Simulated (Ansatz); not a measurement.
# InBi (model cell, started as NiAs type): phonons and vibrational spectra, part 2 of 2

Wanted: phonon frequencies of InBi (model cell, started as NiAs type) and what follows from them.

Ansatz 0.2.0; DFT PBEsol, scalar-relativistic, plane waves, PAW.

So far. Step 4 (Tight relaxation): The forces vanish by symmetry and the pressure is -0.005 GPa, within the tolerances set. The cell now holds 29.91 Å³/atom. Step 5 (Linear response at the zone centre): Before it was imposed, the acoustic sum rule was missed by 5.0e-5 eV/Å². Small misses are needed for a sound result but don't prove that mesh and cutoff are converged. The lowest optical mode is real, 57.6 cm⁻¹. The relaxed cell has a = 4.182, c = 7.899 Å (conventional setting).

The structure was built from a prototype and need not be the compound's stable phase.

### Step 6. Phonons on a q mesh

Stability and thermal properties need the whole zone. Linear response on a 3×3×2 q mesh gives force constants as far as a supercell of that size would.

The input, input.yaml:

```yaml
crystal:
  lattice:
    - [4.1817776876, 0.0, 0.0]
    - [-2.0908888438, 3.6215257104, 0.0]
    - [0.0, 0.0, 7.8990694207]
  atoms:
    - { symbol: In, position: [0.0, 0.0, 0.0] }
    - { symbol: In, position: [0.0, 0.0, 0.5] }
    - { symbol: Bi, position: [0.3333333333, 0.6666666667, 0.25] }
    - { symbol: Bi, position: [0.6666666667, 0.3333333333, 0.75] }
kpoints:
  mp_grid: { grid: [12, 12, 6] }
hamiltonian:
  xc: pbesol
scf:
  occupations: { method: methfessel_paxton, width: 0.2 }
output:
  eigenvalues: true
phonons:
  method: dfpt
  qmesh: [3, 3, 2]
  temperatures: { t_max: 1000, t_step: 50 }
  qpath:
    path:
      - [[0.0, 0.0, 0.0], [0.5, 0.0, 0.0], [0.33333333, 0.33333333, 0.0], [0.0, 0.0, 0.0], [0.0, 0.0, 0.5], [0.5, 0.0, 0.5], [0.33333333, 0.33333333, 0.5], [0.0, 0.0, 0.5]]
      - [[0.5, 0.0, 0.5], [0.5, 0.0, 0.0]]
      - [[0.33333333, 0.33333333, 0.5], [0.33333333, 0.33333333, 0.0]]
    npoints: 10
```

Started as:

```sh
$ ansatz run input.yaml --threads 4 --pin off --max-ram 7168MiB --backend cpu --events-out ev --progress --plain --runs-dir out
```

Numbers of over 12 decimals in the logs are rounded to 6 here.

What it wrote:

```text
Warning: phonons: the dynamical matrix that this run interpolates holds no multipole term above the dipole-dipole one, and a site of this crystal is no centre of inversion, so its interpolated transverse optical and acoustic branches and sound speeds can stay off near Gamma, and the density of states and the thermodynamics with them. What a run solves at a wave vector of phonons.qpoints, Gamma apart, where the deck admits one, is free of this, and under fd what a larger phonons.supercell samples
[...]
Crystal: 4 atoms, lattice volume = 119.627 Å³
Basis set: ecut = 420 eV, 2301 PW (Γ), exchange–correlation on 60×60×108 points (8 copies of the dense FFT grid, shifted against one another)
Bands: 34, of which v1, the nominal top of the filled ones, is band 28 counted from 1 (27 counted from 0)
Symmetry: 24 space group operations
k-points: 76 of 864
[...]
SCF iter   1: F=—  HF=-35534.549590 eV  |F-HF|=—  |Δ(HF+E_count)|=         —  Δρ=2.82e-3  dr2=8.40e-3  ethr=1.77e-3  ⟨swp⟩=6.2  Hψ=11486  notcnv=0
[...]
SCF iter  10: F=-35534.545245 eV  HF=-35534.545245 eV  |F-HF|=2.18e-11  |Δ(HF+E_count)|=  1.46e-11  S|Δr|=    0.00e0  Δρ=2.37e-8  dr2=1.11e-12  ethr=1.00e-12  ⟨swp⟩=9.4  Hψ=12526  notcnv=0
SCF 1 converged in 10 iterations: F = -35534.545245 eV  dr2 = 1.11e-12
[...]
SCF iter   1: F=—  HF=-35534.545221 eV  |F-HF|=—  |Δ(HF+E_count)|=         —  Δρ=2.47e-7  dr2=9.78e-11  ethr=7.54e-8  ⟨swp⟩=3.3  Hψ=19289  notcnv=0
eigensolver tolerance schedule: the retry pair's looser diagonalisation over-reported the residual by 432011.35 of it (diagonalisation noise at an unbounded share of the residual, at the tolerance the schedule requests for it); recorded, not acted on — ethr = c·dr2/N_el stays at c = 1.0e-1
[...]
SCF iter   2: F=—  HF=-35534.545245 eV  |F-HF|=—  |Δ(HF+E_count)|=   2.42e-5  S|Δr|=    0.00e0  Δρ=1.22e-7  dr2=2.27e-11  ethr=1.00e-12  ⟨swp⟩=4.1  Hψ=7531  notcnv=0
[...]
SCF iter   4: F=-35534.545245 eV  HF=-35534.545245 eV  |F-HF|=7.28e-12  |Δ(HF+E_count)|=  1.16e-10  S|Δr|=    0.00e0  Δρ=3.76e-8  dr2=2.23e-12  ethr=1.00e-12  ⟨swp⟩=2.8  Hψ=5108  notcnv=0
SCF 2 converged in 4 iterations: F = -35534.545245 eV  dr2 = 2.23e-12
phonons: the bands overlap, so this run is a metal and interpolates without the dipole-dipole term. If the crystal is really an insulator or semiconductor, its LO-TO splitting is missing
NSCF: frozen V_eff on 76 k-points
[...]
DFPT response loops at q = (0, 0, 0) (fractional): preconditioner auto → Kerker (q_TF=auto, 2.404 Å⁻¹) (partly filled bands, converged f_vac=0.000); β = 1.00, the filter's whole step (`scf.mixing.beta` (0.50) is not read by the response loops under this deck's `scf.mixing.preconditioner`; to damp them name `kerker` or `kerker_dos`, under which they read `scf.mixing.beta`, and type it under 1.00, their step now; both keys bind the ground state too); Broyden in place of MSR1
[...]
SCF converged after 10 iterations
[...]
Free energy (F): -35534.545245 eV
[...]
Internal energy: -35534.548564 eV  (E = F + TS)
E sigma→0 (E₀):  -35534.546075 eV
Entropy (-TS):   0.003319 eV (0.830 meV/atom)
Fermi energy:    10.004287 eV
[...]
--- Band table (eV; the first three rows and the last of 76) ---
  k-point 0: bands = [... 24 lower, 8.8899, 10.5594, 10.5594, 11.1198, 11.1198, 12.1938, 14.2080, 14.2080, ... 2 higher]
  k-point 1: bands = [... 24 lower, 9.6581, 10.5955, 10.5955, 11.0817, 11.0817, 12.1233, 14.1947, 14.1947, ... 2 higher]
  k-point 2: bands = [... 24 lower, 10.6415, 10.6955, 10.6955, 10.9773, 10.9773, 11.8801, 14.1937, 14.1937, ... 2 higher]
  k-point 75: bands = [... 24 lower, 6.3844, 6.3844, 9.5818, 9.5818, 9.7457, 9.7457, 11.2855, 11.2855, ... 2 higher]
--- Phonons (Γ-DFPT): 4 representative perturbations + reference (Σ response iterations 12) ---
  ASR residual: 7.443e-5 → 0.000e0 eV/Å²; symmetrization residual: 2.850e-5 eV/Å²
  ASR residual per site (eV/Å²): 4.26e-5 4.26e-5 7.44e-5 7.44e-5
[...]
--- Phonons (arbitrary-q DFPT): 6 irreducible q on the 3×3×2 mesh ---
  q = [0.0000, 0.0000, 0.0000] (star 1, of the zone-centre solve; hermiticity 1.51e-5, symmetrization 5.71e-12): -0.00 0.00 0.00 57.61 57.61 69.59 74.50 74.50 95.59 95.59 102.26 105.75
  q = [0.0000, 0.0000, -0.5000] (star 1, 4 solved perturbations in 590 linear systems a pass and spin channel, the states on 242 of 864 k-point pairs; hermiticity 2.01e-5, symmetrization 1.44e-10): 33.33 33.33 33.33 33.33 51.83 51.83 87.83 87.83 87.83 87.83 93.42 93.42
[...]
sum rule: each row above includes the acoustic sum rule's correction from the zone centre's row sums; it moved no ω² by more than (0.32 cm⁻¹)²
  mesh force constants: q→R imaginary residual 1.68e-16; ASR residual 7.443e-5 → 0.000e0 eV/Å²; symmetrization residual 4.441e-15 eV/Å²
  interpolated dispersion: 93 rows × 12 modes
  density of states and harmonic sums: on the 18×18×8 q-mesh, interpolated from the force constants of a 3×3×2 supercell (no non-analytic term)
  largest difference from the sums on the solved wave vectors: F 1.57e-1 eV, S 1.91e-4 and C_V 3.36e-5 eV/K
  zero-point energy: 0.049330 eV/cell   skipped modes (ω ≤ 0): 85, of them read as no rigid motion or as one in doubt: 82 (4.444e-1 modes/cell left out, lowest -16.69 cm⁻¹)   left out of the sums: 3.71e-2 of the cell's modes: C_V's classical limit lies that fraction below 3 k_B per atom; for a crystal, a wire or a layer, F and S can be off by more, and a phonons.interpolated_qmesh denser along its periods is the remedy for the sampling
```

It took 7.1 min on 4 threads of Intel Xeon 6975P-C (Granite Rapids), shared host; peak memory 4.8 GiB.

This step gave:

| Property | Result |
| --- | --- |
| sum-rule residual before enforcement | 7.44e-5 eV/Å² |
| lowest frequency on the path | -16.69 cm⁻¹ |
| highest frequency on the path or at a solved wavevector | 118.7 cm⁻¹ |
| lowest mode on the q mesh (acoustic modes at Γ apart) | -16.69 cm⁻¹ |

Frequencies (cm⁻¹) solved at each irreducible wavevector; negative means imaginary. Frequencies by wavevector, by row:

| q in reciprocal lattice units | star | mode 1 | mode 2 | mode 3 | mode 4 | mode 10 | mode 11 | mode 12 |
| --- | --- | --- | --- | --- | --- | --- | --- | --- |
| 0 0 0 | 1 | 0 | 0 | 0 | 57.6 | 95.6 | 102.3 | 105.8 |
| 0 0 -0.5 | 1 | 33.3 | 33.3 | 33.3 | 33.3 | 87.8 | 93.4 | 93.4 |
| 0 0.3333 0 | 6 | -8 | 21.8 | 23.2 | 49.9 | 97.2 | 101.2 | 113.7 |
| 0 0.3333 -0.5 | 6 | 24 | 24 | 37.2 | 37.2 | 91.1 | 105.5 | 105.5 |
| 0.3333 0.3333 0 | 2 | -14.4 | 40.8 | 40.8 | 47.5 | 95.7 | 95.7 | 118.7 |
| 0.3333 0.3333 -0.5 | 2 | -16.7 | -16.7 | 29.5 | 29.5 | 104.8 | 107.5 | 107.5 |

Interpolated from a 3×3×2 q mesh. Phonon branches along the path, in cm⁻¹:

```csv
point,branch 1,branch 2,branch 3,branch 4,branch 9,branch 10,branch 11,branch 12
Γ,0,0,0,58,96,96,102,106
halfway,7,29,33,47,94,97,98,112
M,-16,-12,8,54,97,98,103,116
halfway,-13,25,27,50,96,97,98,117
K,-14,41,41,48,89,96,96,119
halfway,6,38,40,41,95,96,98,113
Γ,0,0,0,58,96,96,102,106
halfway,16,16,27,49,94,94,98,100
A,33,33,33,33,88,88,93,93
halfway,22,22,36,36,88,88,102,102
L,32,32,38,38,96,96,108,108
halfway,14,14,32,32,101,101,108,108
H,-17,-17,30,30,105,105,108,108
halfway,15,15,38,38,93,93,104,104
A,33,33,33,33,88,88,93,93
jump to L,32,32,38,38,96,96,108,108
halfway,13,15,25,52,96,97,100,114
M,-16,-12,8,54,97,98,103,116
jump to H,-17,-17,30,30,105,105,108,108
halfway,2,18,18,51,95,101,101,116
K,-14,41,41,48,89,96,96,119
```

Tetrahedra on a 18×18×8 mesh, mean over bins of 2 cm-1. Interpolated from a 3×3×2 q mesh. The phonon density of states by wavenumber; read off at these points:

| wavenumber (cm⁻¹) | phonon density of states (1/cm⁻¹/cell) |
| --- | --- |
| -17.0 | 8.0e-5 |
| -13.0 | 0.0389 |
| -9.0 | 0.0318 |
| -5.0 | 0.0204 |
| -3.0 | 0.0198 |
| 1.0 | 0.0202 |
| 5.0 | 0.0223 |
| 9.0 | 0.0428 |
| 13.0 | 0.0569 |
| 17.0 | 0.0752 |
| 19.0 | 0.104 |
| 23.0 | 0.0868 |
| 27.0 | 0.0758 |
| 31.0 | 0.0738 |
| 35.0 | 0.110 |
| 37.0 | 0.118 |
| 39.0 | 0.0747 |
| 41.0 | 0.0377 |
| 45.0 | 0.139 |
| 49.0 | 0.0896 |
| 53.0 | 0.157 |
| 57.0 | 0.217 |
| 59.0 | 0.242 |
| 61.0 | 0.0750 |
| 63.0 | 0.0263 |
| 67.0 | 0.00108 |
| 71.0 | 0 |
| 75.0 | 0.00235 |
| 79.0 | 0.0267 |
| 83.0 | 0.101 |
| 85.0 | 0.150 |
| 89.0 | 0.207 |
| 93.0 | 0.268 |
| 97.0 | 0.374 |
| 101.0 | 0.208 |
| 105.0 | 0.0674 |
| 107.0 | 0.0701 |
| 111.0 | 0.0783 |
| 115.0 | 0.0884 |
| 119.0 | 0.00278 |

Phonopy on the run's constants, 15x15x7 mesh, Gaussian sigma 2.0 cm-1. Interpolated from a 3×3×2 q mesh. The partial phonon density of states by wavenumber; read off at these points; values in 1/cm⁻¹/cell:

```
wavenumber (cm⁻¹)       Bi       In
            -25.0        0        0
            -20.0   4.0e-4   3.4e-4
            -15.0   0.0127  0.00947
            -11.2   0.0243   0.0169
            -10.0   0.0237   0.0165
             -5.0   0.0136  0.00902
              0.0  0.00303  0.00210
              5.0   0.0117  0.00820
             10.0   0.0342   0.0222
             15.0   0.0388   0.0244
             20.0   0.0572   0.0345
             25.0   0.0500   0.0290
             30.0   0.0533   0.0287
             35.0   0.0555   0.0266
             40.0   0.0619   0.0258
             45.0   0.0672   0.0253
             50.0   0.0995   0.0258
             55.0    0.142   0.0166
             57.6    0.190   0.0140
             60.0    0.138  0.00818
             65.0   0.0162   7.9e-4
             70.0   4.8e-4   1.0e-4
             75.0   3.2e-4  0.00604
             80.0  0.00483   0.0419
             85.0   0.0207    0.113
             90.0   0.0435    0.189
             95.0   0.0881    0.222
             97.4   0.0999    0.210
            100.0   0.0830    0.145
            105.0   0.0284   0.0617
            110.0   0.0218   0.0551
            115.0   0.0226   0.0481
            120.0  0.00283  0.00555
            125.0   6.0e-6   1.6e-5
```

Symmetry leaves 6 wavevectors to solve. The lowest mode among them, the acoustic zeros apart, lies at q = (0.333, 0.333, -0.5) and is imaginary, 16.7i cm⁻¹, so the energy falls along it.

### Step 7. Isotope substitution

An isotope changes the mass and not the force constants, so no new electronic calculation is needed; the shifts show which modes move this element.

The same force constants with the mass of In changed from 114.818 to 112.904 u (phonopy, no LO-TO term). Both lists are sorted by frequency; levels can cross, so a row need not hold one and the same mode. Modes under 3 cm⁻¹ are left out. Isotope shifts, by row, the first 40 of 45 rows:

| q | rank | natural mass (cm⁻¹) | changed mass (cm⁻¹) |
| --- | --- | --- | --- |
| 0 0 0 | 4 | 57.61 | 57.61 |
| 0 0 0 | 5 | 57.61 | 57.61 |
| 0 0 0 | 6 | 69.59 | 69.59 |
| 0 0 0 | 7 | 74.5 | 75.13 |
| 0 0 0 | 8 | 74.5 | 75.13 |
| 0 0 0 | 9 | 95.59 | 96.11 |
| 0 0 0 | 10 | 95.59 | 96.11 |
| 0 0 0 | 11 | 102.3 | 102.8 |
| 0 0 0 | 12 | 105.8 | 106.6 |
| 0 0 -0.5 | 1 | 33.33 | 33.41 |
| 0 0 -0.5 | 2 | 33.33 | 33.41 |
| 0 0 -0.5 | 3 | 33.33 | 33.41 |
| 0 0 -0.5 | 4 | 33.33 | 33.41 |
| 0 0 -0.5 | 5 | 51.83 | 51.92 |
| 0 0 -0.5 | 6 | 51.83 | 51.92 |
| 0 0 -0.5 | 7 | 87.83 | 88.35 |
| 0 0 -0.5 | 8 | 87.83 | 88.35 |
| 0 0 -0.5 | 9 | 87.83 | 88.35 |
| 0 0 -0.5 | 10 | 87.83 | 88.35 |
| 0 0 -0.5 | 11 | 93.42 | 94.04 |
| 0 0 -0.5 | 12 | 93.42 | 94.04 |
| 0 0.3333 0 | 1 | -7.95 | -7.97 |
| 0 0.3333 0 | 2 | 21.76 | 21.82 |
| 0 0.3333 0 | 3 | 23.21 | 23.3 |
| 0 0.3333 0 | 4 | 49.9 | 49.97 |
| 0 0.3333 0 | 5 | 57.42 | 57.44 |
| 0 0.3333 0 | 6 | 58.89 | 58.89 |
| 0 0.3333 0 | 7 | 81.16 | 81.84 |
| 0 0.3333 0 | 8 | 91.29 | 91.95 |
| 0 0.3333 0 | 9 | 95.07 | 95.8 |
| 0 0.3333 0 | 10 | 97.25 | 97.74 |
| 0 0.3333 0 | 11 | 101.2 | 101.6 |
| 0 0.3333 0 | 12 | 113.7 | 114.4 |
| 0 0.3333 -0.5 | 1 | 23.97 | 24.04 |
| 0 0.3333 -0.5 | 2 | 23.97 | 24.04 |
| 0 0.3333 -0.5 | 3 | 37.18 | 37.28 |
| 0 0.3333 -0.5 | 4 | 37.18 | 37.28 |
| 0 0.3333 -0.5 | 5 | 54.58 | 54.67 |
| 0 0.3333 -0.5 | 6 | 54.58 | 54.67 |
| 0 0.3333 -0.5 | 7 | 90.16 | 90.67 |

A mode of this element alone would shift by +0.84 %. The highest zone-centre frequency without the field goes from 105.8 to 106.6 cm⁻¹ (+0.8 %). The product of the frequency ratios over all optical modes at Γ is 1.042; the product rule, (m/m′)^(3k/2) (M′/M)^(3/2) with k = 2 such atoms and M the mass of the cell, gives 1.042.

### Step 8. Outcome

| Quantity | Value |
| --- | --- |
| space group after relaxation (within 0.01 Å) | P6_3/mmc |
| volume per atom | 29.9 Å³ |
| electronic character | no gap on this mesh |
| highest optical mode at the zone centre (no LO-TO term) | 106 cm⁻¹ |
| lowest optical zone-centre mode | 57.6 cm⁻¹ |
| lowest mode on the q mesh (acoustic modes at Γ apart) | -16.7 cm⁻¹ |
| highest frequency on the path or at a solved wavevector | 119 cm⁻¹ |
| imaginary modes on the 3×3×2 q mesh | yes |

What this shows: Modes are clearly imaginary (beyond 10i cm⁻¹) at 2 of the 6 irreducible wavevectors, most at q = (0.333, 0.333, -0.5) (16.7i cm⁻¹), so this structure is not a minimum of the energy. The optical modes at Γ span 58 to 106 cm⁻¹. The highest mode in this list at Γ, 105.8 cm⁻¹, is mostly motion of In (100 % of the kinetic energy). With no gap, or one that is small against the smearing, the frequencies hang on the k mesh and the smearing, most of all near Kohn anomalies. Spin-orbit coupling is left out, which can matter for the heavy elements here. The starting cell was built on a prototype and not taken from a measurement, so the phase need not exist. These are harmonic frequencies at zero temperature: anharmonic shifts, linewidths and thermal expansion are left out.

[Logs are printed without paths, hosts, clocks, repeated set-up lines and the standing remarks that a program may print on its own settings, such as how far it seeks lower states.]

[Hosts, paths, dates, database ids (printed as entryN), source tags and the programs' standing remarks are cut or masked in the printed files.]
